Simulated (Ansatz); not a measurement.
## LaGaO3 (R-3c): the gap up the ladder of methods

Aim: the gap of LaGaO3 (R-3c) at several levels of theory on one structure, with the time that each takes.

Program: Ansatz 0.2.0. Level of theory: density functionals, hybrids and G0W0, plane waves, PAW. Results are calculated unless marked as measured.

## 1. The starting structure

Symmetry: R-3c, No. 167, trigonal system. Conventional cell: a = 5.543 Å, b = 5.543 Å, c = 13.433 Å, α = 90.00°, β = 90.00°, γ = 120.00°. La has 12 O at 2.47 to 3.08 Å nearest. Ga has 6 O at 1.98 Å nearest. Nearest to O lie 2 Ga at 1.98 Å and 4 La at 2.47 to 3.08 Å. Farther neighbours and most contacts between anions are not listed.

The cell and positions come from the Crystallography Open Database and are kept as given unless a step says otherwise. Spin-orbit coupling is left out unless a step names it.

The logs state that the PAW files were generated under PBE.

## 2. r2SCAN on the 6×6×6 mesh

Levels along a band path and on the mesh show where this functional puts the band edges.

This step: DFT, r2SCAN, plane waves, PAW; PAW set soft_1.

input.yaml reads:

```yaml
crystal:
  lattice:
    - [2.77145, 1.6000974035, 4.4776]
    - [-2.77145, 1.6000974035, 4.4776]
    - [0.0, -3.2001948071, 4.4776]
  atoms:
    - { symbol: La, position: [0.25, 0.25, 0.25] }
    - { symbol: La, position: [0.75, 0.75, 0.75] }
    - { symbol: Ga, position: [0.0, 0.0, 0.0] }
    - { symbol: Ga, position: [0.5, 0.5, 0.5] }
    - { symbol: O, position: [0.8048, 0.6952, 0.25] }
    - { symbol: O, position: [0.25, 0.8048, 0.6952] }
    - { symbol: O, position: [0.6952, 0.25, 0.8048] }
    - { symbol: O, position: [0.1952, 0.3048, 0.75] }
    - { symbol: O, position: [0.75, 0.1952, 0.3048] }
    - { symbol: O, position: [0.3048, 0.75, 0.1952] }
kpoints:
  mp_grid: { grid: [6, 6, 6] }
  band_path:
    path:
      - [[0.0, 0.0, 0.0], [0.5, 0.5, 0.5], [0.74819777, 0.25180223, 0.5]]
      - [[0.5, -0.25180223, 0.25180223], [0.5, 0.0, 0.0], [0.0, 0.0, 0.0], [0.37590111, -0.37590111, 0.0]]
      - [[0.62409889, 0.0, 0.37590111], [0.5, 0.0, 0.5], [0.0, 0.0, 0.0]]
    npoints: 10
hamiltonian:
  xc: r2scan
  pseudopotentials: { kind: paw, azcp: { folder: soft_1 } }
scf:
  occupations: { method: fermi_dirac, width: 0.02 }
  n_extra_bands: 7
output:
  eigenvalues: true
  write_density: true
  write_potential: true
  elf: true
  volumetric_format: npy
```

On the command line:

```bash
$ ansatz run input.yaml --threads 4 --pin off --max-ram 138240MiB --backend cuda --events-out ev --progress --plain --runs-dir out --devices 1 --max-vram 26GiB
```

Numbers of over 12 decimals in the logs are rounded to 6 here.

Log:

```text
scf.n_extra_bands = 7 over 42 filled bands (N_el = 84.0): the run solves 49 bands
GPUs: using 1 of 1 available (devices: 1).
Engine: ansatz 0.2.0, x86_64-unknown-linux-gnu
Pseudopotentials: kind: paw
Pseudopotential: La, paw, valence charge 11, recommended cutoff 500 eV (meta_gga), soft_1/La.paw.azcp
Pseudopotential: Ga, paw, valence charge 13, recommended cutoff 500 eV (meta_gga), soft_1/Ga.paw.azcp
Pseudopotential: O, paw, valence charge 6, recommended cutoff 500 eV (meta_gga), soft_1/O.paw.azcp
Functional definition: r2SCAN
  parameter k0 = 0.174
  parameter k1 = 0.065
  parameter a1 = 4.9479
  exchange = r2scan_x(k0 = k0, k1 = k1, a1 = a1)
  correlation = r2scan_c
device memory: the entry about to start is reckoned to put 3.8 GiB on a device that reports 73.8 GiB free (of which the cap on the GPU budget leaves the run 26.0 GiB)
GPU FFT provider: cuFFT
GPU libraries: cuBLAS 13.8.2, cuFFT 12.4.0, cuSOLVER 12.3.4
Crystal: 10 atoms, lattice volume = 119.138 Å³
Basis set: ecut = 500 eV, 3035 PW (Γ), exchange–correlation on 180×180×180 points (64 copies of the dense FFT grid, shifted against one another)
Bands: 49, of which v1, the nominal top of the filled ones, is band 42 counted from 1 (41 counted from 0)
Symmetry: 12 space group operations
Space group: R-3c (ITA 167), of the structure as read, at distance tolerance 4.9e-5 Å
k-points: 32 of 216
Non-local potential: La, projectors of the file, l = 0: 3, l = 1: 2, l = 2: 2, l = 3: 3
Non-local potential: Ga, projectors of the file, l = 0: 2, l = 1: 2, l = 2: 3, l = 3: 1
Non-local potential: O, projectors of the file, l = 0: 2, l = 1: 2, l = 2: 1
PAW form: soft (Blöchl's): semilocal exchange-correlation on the pseudo side does not see the compensation charge
PAW frozen core: La, regenerated for the run's functional (the file was generated under x = pbe(κ = 0.804, μ = 0.219515), c = pbe(β = 0.066725))
PAW frozen core: Ga, regenerated for the run's functional (the file was generated under x = pbe(κ = 0.804, μ = 0.219515), c = pbe(β = 0.066725))
PAW frozen core: O, regenerated for the run's functional (the file was generated under x = pbe(κ = 0.804, μ = 0.219515), c = pbe(β = 0.066725))
PAW one-centre angular grid: La, 974 points (default); XC on 160 Gauss nodes
PAW one-centre angular grid: Ga, 590 points (default); XC on 160 Gauss nodes
PAW one-centre angular grid: O, 302 points (default); XC on 160 Gauss nodes
Initial density: superposition of atomic densities (chi_scale 0.1, normalization cell, long waves kept (reshape's long-wave potential 0.00 eV rms))
Initial wavefunctions: pseudopotential atomic-orbital guess
GPU buffer pool allocated for 91125 grid points (all kernels)
GPU transforms: local potential and band sums: pruned to the plane-wave sphere, on 45×45×45
Functional: x = r2scan, c = r2scan; τ floored in thin density (d = 2e-4 eV/Å³)
SCF iter   1: F=—  HF=-23535.242332 eV  |F-HF|=—  |Δ(HF+E_count)|=         —  Δρ=7.99e-2  dr2=3.48e0  dr2_τ=3.16e-1  ethr=3.10e-3  ⟨swp⟩=5.2  Hψ=6084  notcnv=0
preconditioner: auto → Resta (q_TF=auto, 2.574 Å⁻¹)  ε∞=6.2  [insulator: Δε(μ)=4.012 eV  Ē_g=13.355 eV  σ=0.020 eV  W_gap=1.00  n_scr=26 (ndim 8)  ℏωp=30.4 eV  f_vac=0.000  D(μ)=0.00/eV (n_scr^D=0)  ε∞_Penn≈6.2]
SCF iter   2: F=—  HF=-23535.734377 eV  |F-HF|=—  |Δ(HF+E_count)|=   4.92e-1  Δρ=4.30e-2  dr2=1.17e0  dr2_τ=2.68e-2  ethr=3.10e-3  ⟨swp⟩=3.2  Hψ=3053  notcnv=0
SCF iter   3: F=—  HF=-23535.890607 eV  |F-HF|=—  |Δ(HF+E_count)|=   1.56e-1  Δρ=1.48e-2  dr2=1.60e-1  dr2_τ=2.32e-2  ethr=1.39e-3  ⟨swp⟩=4.9  Hψ=7235  notcnv=0
SCF iter   4: F=—  HF=-23535.810245 eV  |F-HF|=—  |Δ(HF+E_count)|=   8.04e-2  Δρ=3.41e-3  dr2=8.79e-3  dr2_τ=6.22e-4  ethr=1.90e-4  ⟨swp⟩=4.4  Hψ=3338  notcnv=0  defer=2
SCF iter   5: F=—  HF=-23535.814641 eV  |F-HF|=—  |Δ(HF+E_count)|=   4.40e-3  Δρ=1.19e-3  dr2=1.52e-3  dr2_τ=1.26e-4  ethr=1.05e-5  ⟨swp⟩=4.6  Hψ=3670  notcnv=0
SCF iter   6: F=—  HF=-23535.814379 eV  |F-HF|=—  |Δ(HF+E_count)|=   2.63e-4  Δρ=4.44e-4  dr2=1.52e-4  dr2_τ=2.03e-5  ethr=1.81e-6  ⟨swp⟩=2.8  Hψ=3144  notcnv=0
SCF iter   7: F=—  HF=-23535.814322 eV  |F-HF|=—  |Δ(HF+E_count)|=   5.62e-5  Δρ=9.61e-5  dr2=7.56e-6  dr2_τ=5.86e-7  ethr=1.81e-7  ⟨swp⟩=2.0  Hψ=2842  notcnv=0
SCF iter   8: F=—  HF=-23535.814502 eV  |F-HF|=—  |Δ(HF+E_count)|=   1.80e-4  Δρ=2.93e-5  dr2=1.16e-6  dr2_τ=5.31e-8  ethr=9.00e-9  ⟨swp⟩=2.0  Hψ=2912  notcnv=0
SCF iter   9: F=-23535.814502 eV  HF=-23535.814502 eV  |F-HF|=2.02e-9  |Δ(HF+E_count)|=   1.23e-7  Δρ=5.07e-6  dr2=1.78e-8  dr2_τ=1.84e-9  ethr=1.19e-10  ⟨swp⟩=7.2  Hψ=6607  notcnv=0
SCF 1 converged in 9 iterations: F = -23535.814502 eV  dr2 = 1.78e-8
[...]
device memory: the entry about to start is reckoned to put 6.6 GiB on a device that reports 74.4 GiB free (of which the cap on the GPU budget leaves the run 26.0 GiB)
NSCF: frozen V_eff on 73 k-points, pencils in batches of 32, up to order 216
SCF converged after 9 iterations
Free energy (F): -23535.814502 eV
Harris-Foulkes:  -23535.814502 eV  (|F-HF|=2.02e-9)
Internal energy: -23535.814502 eV  (E = F + TS)
E sigma→0 (E₀):  -23535.814502 eV
Fermi energy:    12.952748 eV
--- Per-component energies (eV) ---
  E_band       = 62.116702
  E_kinetic    = 1618.679902
  E_local      = -4877.944775  (includes V_loc(G=0)·N_el)
  E_nonlocal   = 315.069888
  E_hartree    = 2646.576456
  E_xc         = -814.093991
  E_vxc        = -1046.631931  (∫ρ·V_xc dr)
  E_paw        = -15902.317973  (= ΣΔE_a)
  E_vpaw       = -1300.537568  (= ΣTr[D̂ρ^β])
  E_aug_tail   = 0.001675  (compensation charges beyond the density's cutoff)
  E_vtau       = 60.323951  (kinetic-family band-sum trace: ∫τ·v_τ [+ j·A + Jᵃ·Aᵃ] dr)
  E_ewald      = -6520.424351
  E_core_change = -1.361331  (= ΣΔE_core)
  E_smearing   = -0.000000  (= −TS)
  E_closure    = -0.000000  (closes the sum)
  Σ components = -23535.814502   (vs F -23535.814502, Δ=0.00e0)
--- Band table (eV; the first three rows and the last of 32) ---
  k-point 0: bands = [... 38 lower, 10.4489, 10.5682, 10.5682, 10.5936, 15.1162, 15.4769, 15.4769, 15.9033, ... 3 higher]
  k-point 1: bands = [... 38 lower, 10.3929, 10.4505, 10.5163, 10.5710, 15.5053, 15.5718, 15.6027, 15.8833, ... 3 higher]
  k-point 2: bands = [... 38 lower, 10.3365, 10.3658, 10.5685, 10.5751, 15.7500, 15.7670, 15.8591, 15.8618, ... 3 higher]
  k-point 31: bands = [... 38 lower, 10.2096, 10.2096, 10.2096, 10.2096, 15.9056, 15.9056, 15.9056, 15.9056, ... 3 higher]
```

Elapsed: 11 s, on 1 × NVIDIA H100 80GB HBM3 (shared by 3 runs) with 4 threads of AMD EPYC 7R13 (Zen 3), shared host; peak memory 1.3 GiB; 6.1 s of CPU time.

Numbers from this step:

| Item | Value |
| --- | --- |
| filled bands | 42 |
| gap | 4.376 eV |
| valence top at | k = (0.338, -0.338, 0.000) |
| conduction bottom at | Γ |
| least direct gap | 4.523 eV |

Over mesh and path the gap is 4.376 eV, from k = (0.338, -0.338, 0.000) to k = Γ. The least direct gap found is 4.523 eV, at k = Γ.

## 3. r2SCAN+SOC on the 6×6×6 mesh

This run has two-component orbitals with spin-orbit coupling.

This step: DFT, r2SCAN with spin-orbit coupling, plane waves, PAW; PAW set soft_1.

input.yaml, the sections that differ from step 2:

```yaml
kpoints:
  mp_grid: { grid: [6, 6, 6] }
  band_path:
    path:
      - [0.0, 0.0, 0.0]
      - [0.5, 0.5, 0.5]
      - [0.74819777, 0.25180223, 0.5]
      - [0.5, -0.25180223, 0.25180223]
      - [0.5, 0.0, 0.0]
      - [0.37590111, -0.37590111, 0.0]
      - [0.62409889, 0.0, 0.37590111]
      - [0.5, 0.0, 0.5]
      - [0.338310999, -0.338310999, 0.0]
    npoints: 1
hamiltonian:
  xc: r2scan
  pseudopotentials: { kind: paw_fr, azcp: { folder: soft_1 } }
scf:
  occupations: { method: fixed }
  n_extra_bands: 14
magnetization:
  noncollinear: true
  spin_orbit: true
# crystal, output: as in step 2
```

Log:

```text
[...]
GPUs: using 1 of 1 available (devices: 1).
[...]
non-collinear run that drives no moment, with spin-orbit: no starting moment large enough to seed its density (crystal.atoms[].spin), no starting occupations that ask for one, no magnetisation constraint and no magnetic field, so the semilocal B_xc is pinned to zero
[...]
GPU FFT provider: cuFFT
GPU libraries: cuBLAS 13.8.2, cuFFT 12.4.0, cuSOLVER 12.3.4
Crystal: 10 atoms, lattice volume = 119.138 Å³
Basis set: ecut = 500 eV, 3035 PW (Γ), exchange–correlation on 180×180×180 points (64 copies of the dense FFT grid, shifted against one another)
Bands: 98, of which v1, the nominal top of the filled ones, is band 84 counted from 1 (83 counted from 0)
Symmetry: 12 space group operations + 12 with time reversal
[...]
k-points: 32 of 216
Projection manifold: j_resolved (fully-relativistic pseudo-atomic orbitals)
[...]
site 5: m = (+0.0000, +0.0000, +0.0000) μB, |m| = 0.0000 μB  (R = 0.82 Å)
  site 6: m = (+0.0000, +0.0000, +0.0000) μB, |m| = 0.0000 μB  (R = 0.82 Å)
  site 7: m = (+0.0000, +0.0000, +0.0000) μB, |m| = 0.0000 μB  (R = 0.82 Å)
  site 8: m = (+0.0000, +0.0000, +0.0000) μB, |m| = 0.0000 μB  (R = 0.82 Å)
  site 9: m = (+0.0000, +0.0000, +0.0000) μB, |m| = 0.0000 μB  (R = 0.82 Å)
Free energy (F): -23502.618670 eV
[...]
Internal energy: -23502.618670 eV  (E = F + TS)
E sigma→0 (E₀):  -23502.618670 eV
Fermi energy:    10.724890 eV
[...]
--- Band table (eV; the first three rows and the last of 32) ---
  k-point 0: bands = [... 80 lower, 10.5545, 10.5545, 10.5951, 10.5951, 15.1019, 15.1019, 15.4540, 15.4540, ... 10 higher]
  k-point 1: bands = [... 80 lower, 10.4967, 10.4967, 10.5715, 10.5715, 15.4912, 15.4912, 15.5562, 15.5562, ... 10 higher]
  k-point 2: bands = [... 80 lower, 10.5406, 10.5406, 10.5785, 10.5785, 15.7076, 15.7076, 15.7355, 15.7355, ... 10 higher]
  k-point 31: bands = [... 80 lower, 10.2220, 10.2220, 10.2220, 10.2220, 15.8416, 15.8416, 15.8416, 15.8416, ... 10 higher]
[key lines of the parts left out:]
SCF converged after 9 iterations
Magnetization: |M| = 0.0000 μB,  M = (+0.0000, +0.0000, +0.0000) μB
```

Wall time 16 s (1 × NVIDIA H100 80GB HBM3 (shared by 3 runs) with 4 threads); peak memory 1.7 GiB.

Numbers from this step:

- gap: 4.377 eV
- valence top at: k = (0.338, -0.338, 0.000)
- conduction bottom at: Γ
- least direct gap: 4.507 eV

Over mesh and listed points the gap is 4.377 eV, from k = (0.338, -0.338, 0.000) to k = Γ. The least direct gap found is 4.507 eV, at k = Γ. r2SCAN+SOC against r2SCAN: 4.377 − 4.376 = +0.001 eV, with the same mesh, set of files (read in its fully relativistic form for the spin-orbit run) and cutoff, and both edges at the same k points. The spin-orbit run sees mesh and listed points alone, so its gap is an upper bound: the coupling can move an edge off these points, and the change over the zone, its sign included where it is small, is not known.

## 4. HSE06 on the 4×4×4 mesh

HSE06 mixes in a quarter of exact exchange at short range.

This step: DFT, HSE06, plane waves, PAW; PAW set soft_1.

Changes to input.yaml since step 3:

```diff
@@ -17,3 +17,3 @@
 kpoints:
-  mp_grid: { grid: [6, 6, 6] }
+  mp_grid: { grid: [4, 4, 4] }
   band_path:
@@ -31,10 +31,7 @@
 hamiltonian:
-  xc: r2scan
-  pseudopotentials: { kind: paw_fr, azcp: { folder: soft_1 } }
+  xc: hse06
+  pseudopotentials: { kind: paw, azcp: { folder: soft_1 } }
 scf:
   occupations: { method: fixed }
-  n_extra_bands: 14
-magnetization:
-  noncollinear: true
-  spin_orbit: true
+  n_extra_bands: 7
 output:
```

Log:

```text
[...]
GPUs: using 1 of 1 available (devices: 1).
[...]
davidson cushion auto → on  (no smearing: the cushion is to keep the highest requested band from converging to the state above it; pin scf.eigensolver.cushion to override)
[...]
GPU FFT provider: cuFFT
GPU libraries: cuBLAS 13.8.2, cuFFT 12.4.0, cuSOLVER 12.3.4
Crystal: 10 atoms, lattice volume = 119.138 Å³
Basis set: ecut = 420 eV, 2319 PW (Γ)
[...]
Fermi energy:    9.984371 eV
[...]
--- Band table (eV; the first three rows and the last of 13) ---
  k-point 0: bands = [... 38 lower, 9.7023, 9.8437, 9.8437, 9.8589, 15.3862, 15.8122, 15.8122, 16.5007, ... 3 higher]
  k-point 1: bands = [... 38 lower, 9.5847, 9.6662, 9.7920, 9.8241, 16.1869, 16.2799, 16.3740, 17.1340, ... 3 higher]
  k-point 2: bands = [... 38 lower, 9.5873, 9.5873, 9.8431, 9.8431, 17.0150, 17.0150, 17.0729, 17.0729, ... 3 higher]
  k-point 12: bands = [... 38 lower, 9.4522, 9.4522, 9.4522, 9.4522, 17.1454, 17.1454, 17.1454, 17.1454, ... 3 higher]
[key lines of the parts left out:]
Free energy (F): -23492.275222 eV
```

It took 36 s on 1 × NVIDIA H100 80GB HBM3 (shared by 3 runs) with 4 threads; peak memory 1.5 GiB.

This step gave:

* gap: 5.390 eV
* valence top at: k = (0.338, -0.338, 0.000)
* conduction bottom at: Γ
* least direct gap: 5.527 eV
* exact-exchange fraction: 0.25

Over mesh and listed points the gap is 5.390 eV, from k = (0.338, -0.338, 0.000) to k = Γ. The least direct gap found is 5.527 eV, at k = Γ. On the 4×4×4 mesh alone the same run gives 5.402 eV, so that mesh misses an edge of HSE06: 5.402 − 5.390 = +0.012 eV. HSE06 against r2SCAN: 5.390 − 4.376 = +1.014 eV. The runs also differ in mesh (6×6×6 and 4×4×4) and plane-wave cutoff (500 eV and 420 eV), so how much of this comes from the functional alone is not known.

## 5. HSE06+SOC on the 4×4×4 mesh

This step: DFT, HSE06 with spin-orbit coupling, plane waves, PAW; PAW set soft_1.

Changes to input.yaml since step 4:

```diff
@@ -32,6 +32,9 @@
   xc: hse06
-  pseudopotentials: { kind: paw, azcp: { folder: soft_1 } }
+  pseudopotentials: { kind: paw_fr, azcp: { folder: soft_1 } }
 scf:
   occupations: { method: fixed }
-  n_extra_bands: 7
+  n_extra_bands: 14
+magnetization:
+  noncollinear: true
+  spin_orbit: true
 output:
```

Log:

```text
[...]
GPUs: using 1 of 1 available (devices: 1).
[...]
GPU FFT provider: cuFFT
GPU libraries: cuBLAS 13.8.2, cuFFT 12.4.0, cuSOLVER 12.3.4
Crystal: 10 atoms, lattice volume = 119.138 Å³
Basis set: ecut = 420 eV, 2319 PW (Γ)
Bands: 98, of which v1, the nominal top of the filled ones, is band 84 counted from 1 (83 counted from 0)
Symmetry: 12 space group operations + 12 with time reversal
[...]
--- Band table (eV; the first three rows and the last of 13) ---
  k-point 0: bands = [... 80 lower, 9.8311, 9.8311, 9.8645, 9.8645, 15.3702, 15.3702, 15.7898, 15.7898, ... 10 higher]
  k-point 1: bands = [... 80 lower, 9.7639, 9.7639, 9.8315, 9.8315, 16.1739, 16.1739, 16.2656, 16.2656, ... 10 higher]
  k-point 2: bands = [... 80 lower, 9.8323, 9.8323, 9.8323, 9.8323, 16.9893, 16.9893, 16.9893, 16.9893, ... 10 higher]
  k-point 12: bands = [... 80 lower, 9.4703, 9.4703, 9.4703, 9.4703, 17.1190, 17.1190, 17.1190, 17.1190, ... 10 higher]
[key lines of the parts left out:]
Magnetization: |M| = 0.0000 μB,  M = (+0.0000, +0.0000, +0.0000) μB
Free energy (F): -23488.031691 eV
Fermi energy:    9.969564 eV
```

Run time: 3.1 min. Hardware: 1 × NVIDIA H100 80GB HBM3 (shared by 3 runs) with 4 threads; peak memory 3.5 GiB; 10 min of CPU time.

Numbers from this step:

| Property | Result |
| --- | --- |
| gap | 5.388 eV |
| valence top at | k = (0.338, -0.338, 0.000) |
| conduction bottom at | Γ |
| least direct gap | 5.506 eV |
| exact-exchange fraction | 0.25 |

Over mesh and listed points the gap is 5.388 eV, from k = (0.338, -0.338, 0.000) to k = Γ. The least direct gap found is 5.506 eV, at k = Γ. On the 4×4×4 mesh alone the same run gives 5.401 eV, so that mesh misses an edge of HSE06+SOC: 5.401 − 5.388 = +0.013 eV. HSE06+SOC against HSE06: 5.388 − 5.390 = −0.002 eV, with the same mesh, set of files (read in its fully relativistic form for the spin-orbit run) and cutoff, and both edges at the same k points. The spin-orbit run sees mesh and listed points alone, so its gap is an upper bound: the coupling can move an edge off these points, and the change over the zone, its sign included where it is small, is not known.

(Part 1 of 2 ends here.)

[Paths, hosts, dates, memory and timing lines, banners, echoed tables and standing remarks are left out of the program output.]

[Logs are printed without paths, hosts, clocks, repeated set-up lines and the standing remarks that a program may print on its own settings, such as how far it seeks lower states.]

[Runs of the session that timed out or met a known fault of the program may be left out.]

[Cells called generated may have been cut or substituted from an entry of the Crystallography Open Database or the Materials Project.]

[Hosts, paths, dates, database ids (printed as entryN), source tags and the programs' standing remarks are cut or masked in the printed files.]

[Where an RPA ε∞ is given, it is that of the G0W0 mesh and is not shown converged in it. Names of k-points follow the symmetry that the program found, which can be lower than the space group named. Band edges on a path are those of the sampled points; other points can move an edge, and change direct to indirect where valleys lie close.]

[Hybrid gaps are those of their k-mesh and are not shown converged in it.]
